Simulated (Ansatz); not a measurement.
# BiB3: relaxing a made-up structure, part 2 of 2

This structure for BiB3 is made up. Its elements were placed in a known structure type with a cell scaled to their sizes. What cell does the guess relax to, and how far off was it?

Ansatz 0.2.0; DFT, PBE, plane-wave PAW, files of the set soft_1, scalar-relativistic, no spin, cell and ions relaxed at zero pressure; PAW set soft_1 (the session's first sound run).

So far: The starting structure; Relaxation of the guess. The relaxed cell has a = 3.816 Å (conventional setting).

### Step 3. Electronic structure of the relaxed cell

With the geometry fixed, one more self-consistent run, with a narrower smearing and the mesh shown in its input, gives the bands, and its pressure, and its forces where symmetry allows any, show how far the geometry depends on these settings.

This step: DFT, PBE, plane-wave PAW, files of the set soft_1, scalar-relativistic, no spin, bands and density of states at the relaxed cell; PAW set soft_1 (Ansatz 0.2.0).

File input.yaml:

```yaml
crystal:
  lattice:
    - [3.8159148669, 0.0, 0.0]
    - [0.0, 3.8159148669, 0.0]
    - [0.0, 0.0, 3.8159148669]
  atoms:
    - { symbol: Bi, position: [0.0, 0.0, 0.0] }
    - { symbol: B, position: [0.5, 0.5, 0.0] }
    - { symbol: B, position: [0.5, 0.0, 0.5] }
    - { symbol: B, position: [0.0, 0.5, 0.5] }
kpoints:
  mp_grid: { grid: [8, 8, 8] }
  band_path:
    path:
      - [[0.0, 0.0, 0.0], [0.0, 0.5, 0.0], [0.5, 0.5, 0.0], [0.0, 0.0, 0.0], [0.5, 0.5, 0.5], [0.0, 0.5, 0.0]]
      - [[0.5, 0.5, 0.0], [0.5, 0.5, 0.5]]
    npoints: 13
scf:
  occupations: { method: fermi_dirac, width: 0.03 }
  n_extra_bands: 8
hamiltonian:
  xc: pbe
  pseudopotentials: { kind: paw, azcp: { folder: soft_1 } }
output:
  forces: true
  stress: true
  write_bands: true
  dos: { projected: true }
  write_density: true
  write_potential: true
  elf: true
  volumetric_format: npy
```

The run is started by

```bash
ansatz run input.yaml --threads 4 --pin off --max-ram 8192MiB --backend cpu --events-out ev --progress --plain --runs-dir out
```

Numbers of over 12 decimals in the logs are rounded to 6 here.

The program printed:

```text
[...]
Crystal: 4 atoms, lattice volume = 55.564 Å³
Basis set: ecut = 420 eV, 1045 PW (Γ), exchange–correlation on 54×54×54 points (8 copies of the dense FFT grid, shifted against one another)
Bands: 20, of which v1, the nominal top of the filled ones, is band 12 counted from 1 (11 counted from 0)
Symmetry: 48 space group operations
[...]
k-points: 35 of 512
[...]
SCF iter   1: F=—  HF=-12857.825364 eV  |F-HF|=—  |Δ(HF+E_count)|=         —  Δρ=2.27e-2  dr2=6.34e-1  ethr=3.10e-3  ⟨swp⟩=5.9  Hψ=3298  notcnv=0
[...]
SCF iter   6: F=-12857.615010 eV  HF=-12857.615010 eV  |F-HF|=2.10e-9  |Δ(HF+E_count)|=   8.03e-8  Δρ=4.23e-6  dr2=1.04e-8  ethr=4.17e-10  ⟨swp⟩=12.7  Hψ=4668  notcnv=0
SCF 1 converged in 6 iterations: F = -12857.615010 eV  dr2 = 1.04e-8
[...]
NSCF: frozen V_eff on 80 k-points
SCF converged after 6 iterations
Free energy (F): -12857.615010 eV
[...]
Internal energy: -12857.609917 eV  (E = F + TS)
E sigma→0 (E₀):  -12857.612464 eV
Entropy (-TS):   -0.005094 eV (-1.273 meV/atom)
Fermi energy:    10.601299 eV
[...]
--- Stress (GPa, compression-positive) ---
        0.047275       0.000000       0.000000
        0.000000       0.047275       0.000000
        0.000000       0.000000       0.047275
  P = ⅓ Tr σ = 0.0473 GPa (0.473 kbar)
--- Band table (eV; the first three rows and the last of 35) ---
  k-point 0: bands = [... 8 lower, 6.3582, 6.3582, 7.6884, 7.6884, 12.6404, 12.6404, 12.6404, 14.5486, ... 4 higher]
  k-point 1: bands = [... 8 lower, 6.5291, 6.9193, 7.7558, 9.1963, 12.3526, 12.4382, 12.4382, 14.0226, ... 4 higher]
  k-point 2: bands = [... 8 lower, 7.0311, 7.2105, 7.9413, 11.4303, 11.5746, 11.5746, 11.7132, 12.9511, ... 4 higher]
  k-point 34: bands = [... 8 lower, 4.4577, 5.2362, 5.2362, 5.2362, 6.1602, 15.7693, 15.7693, 15.7693, ... 4 higher]
```

It took 1 s on 4 threads of Arm Neoverse V2, shared host; peak memory 0.33 GiB; 3.5 s of CPU time.

Numbers from this step:

```yaml
free_energy: -12857.6150 eV
energy_at_zero_smearing: -12857.6125 eV
smearing_term_ts: 0.005094 eV
pressure: 0.04727 GPa
```

From bands.tsv, the bands that come nearest the Fermi level along the path, at its corners, in eV from the Fermi level:

| point | band 10 | band 11 | band 12 | band 13 | band 14 | band 15 | band 16 | band 17 |
| --- | --- | --- | --- | --- | --- | --- | --- | --- |
| Γ | -4.24 | -2.91 | -2.91 | 2.04 | 2.04 | 2.04 | 3.95 | 3.95 |
| X | -2.02 | -2.02 | -1.24 | -1.24 | 0.24 | 0.86 | 4.32 | 4.58 |
| M | 0.43 | 0.50 | 0.50 | 0.60 | 0.60 | 0.99 | 1.04 | 1.28 |
| Γ | -4.24 | -2.91 | -2.91 | 2.04 | 2.04 | 2.04 | 3.95 | 3.95 |
| R | -5.37 | -5.37 | -5.37 | -4.44 | 5.17 | 5.17 | 5.17 | 6.10 |
| X | -2.02 | -2.02 | -1.24 | -1.24 | 0.24 | 0.86 | 4.32 | 4.58 |
| M | 0.43 | 0.50 | 0.50 | 0.60 | 0.60 | 0.99 | 1.04 | 1.28 |
| R | -5.37 | -5.37 | -5.37 | -4.44 | 5.17 | 5.17 | 5.17 | 6.10 |

Counts of states for the cell as run, both spins, by energy window (eV from the Fermi level):

```
from  to  total
  -8  -7   0.94
  -7  -6   1.09
  -6  -5   1.19
  -5  -4   1.29
  -4  -3   1.30
  -3  -2   1.61
  -2  -1   1.72
  -1   0   1.57
   0   1   1.95
   1   2   1.96
   2   3   2.33
   3   4   2.71
   4   5   2.70
```

A further 13.4 states lie below the table's range.

Electrostatic potential energy in the ac plane at fractional y = 0.000, with atoms of Bi and B within 0.2 Å of it. With pseudopotentials it is smooth inside the atoms' cores, unlike the true potential.

Ten even steps from '0' (-47 eV) to '9' (12 eV), each cell a mean:
```
00148999997310
01368999998521
44689999999864
78899988899987
99999744579999
99998422268999
99998422258999
99998633479999
88999876789998
56789999999875
12478999998632
00258999997410
00147999997300
```
Columns run along a (3.8 Å; values clipped at the 3rd and 97th percentile), rows up along c (3.8 Å). Atoms in or near the plane, at fractional coordinates: Bi at (0.00, 0.00), B at (0.50, 0.50).

Valence density in the ac plane at fractional y = 0.000, with atoms of Bi and B within 0.2 Å of it. It is the smooth field of the valence electrons, not physical close to the nuclei.

Ten even steps from '0' (0.1 e/Å³) to '9' (8.2 e/Å³), each cell a mean:
```
87310000000147
54200000000124
11000000000001
00000000000000
00000000000000
00000000000000
00000000000000
00000000000000
00000000000000
10000000000001
32100000000013
76310000000146
98410000000258
```
Columns run along a (3.8 Å), rows up along c (3.8 Å). Atoms in or near the plane, at fractional coordinates: Bi at (0.00, 0.00), B at (0.50, 0.50).

ELF in the ac plane at fractional y = 0.000, with atoms of Bi and B within 0.2 Å of it. It is the smooth field of the valence electrons, not physical close to the nuclei.

Ten even steps from '0' (0.04) to '9' (0.77), each cell a mean:
```
11343211124421
23443222223442
44433566643444
43346899975334
22358987897422
01369831499521
01379710399521
11369964798421
33347999996333
44434678754344
34443333333443
11343211124431
21344210124421
```
Columns run along a (3.8 Å), rows up along c (3.8 Å). Atoms in or near the plane, at fractional coordinates: Bi at (0.00, 0.00), B at (0.50, 0.50).

### Step 4. Summary of results

```yaml
space_group_relaxed: Pm-3m
conventional_cell: a = 3.816, b = 3.816, c = 3.816 Å; α = 90.0°, β = 90.0°, γ = 90.0°
volume_per_atom: 13.89 Å³ (guess 11.16)
```

BiB3 relaxes to Pm-3m with a = 3.816, b = 3.816 and c = 3.816 Å. The guessed volume was 20 % too small. The space group Pm-3m was held in the relaxation, so the end point is a stationary structure within it and may be a saddle against distortions or other arrangements. Bands cross the Fermi level, so it is a metal or semimetal at this level. On the 8×8×8 mesh with the narrower smearing (relaxed on 8×8×8) the forces vanish, as symmetry may demand, and the largest stress component is 0.047 GPa, within the relaxation's thresholds of 0.015 eV/Å and 0.05 GPa. The cutoff wasn't tested. Spin-orbit coupling is left out, which can matter for elements this heavy. No dispersion term is used, so weakly bound directions may come out too long. Nothing here tests whether the compound is stable against decomposition.

[Logs are printed without paths, hosts, clocks, repeated set-up lines and the standing remarks that a program may print on its own settings, such as how far it seeks lower states.]

[Hosts, paths, dates, database ids (printed as entryN), source tags and the programs' standing remarks are cut or masked in the printed files.]
